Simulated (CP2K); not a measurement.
The O K edge of methoxyacetaldehyde was computed by TDDFT (CP2K XAS_TDP, aug-cc-pVDZ, TDA) at these levels: BHandHLYP, PBEh(45%) and PBEh(45%) + GW2X. The first three lines of O2 (bonded to 2 C) with a strength over 0.0015, energy in eV and strength:

```tsv
run	first	second	third
1	530.80 (0.006)	531.72 (0.014)	532.03 (0.002)
2	535.78 (0.006)	536.71 (0.014)	537.01 (0.002)
3	533.62 (0.010)	534.33 (0.015)	534.60 (0.002)
```

**Question.** Which run is which?

Run 1: PBEh(45%) (45 % exact exchange). Run 2: PBEh(45%) + GW2X (45 % exact exchange). Run 3: BHandHLYP (50 % exact exchange). Self-interaction lifts the core level, so the uncorrected lines rise with the share of exact exchange. The GW2X run keeps the spacings of its parent: 0.93 eV between the first two lines in run 2, 0.92 eV in run 1. Its shift is +4.98 eV, since the Kohn–Sham level at this share of exchange lies that far above the quasiparticle level.

[Banner, clock and machine lines of the logs are left out without a mark of their own.]

[Logs are printed without paths, hosts, clocks, repeated set-up lines and the standing remarks that a program may print on its own settings, such as how far it seeks lower states.]

[Hosts, paths, dates, database ids (printed as entryN), source tags and the programs' standing remarks are cut or masked in the printed files.]
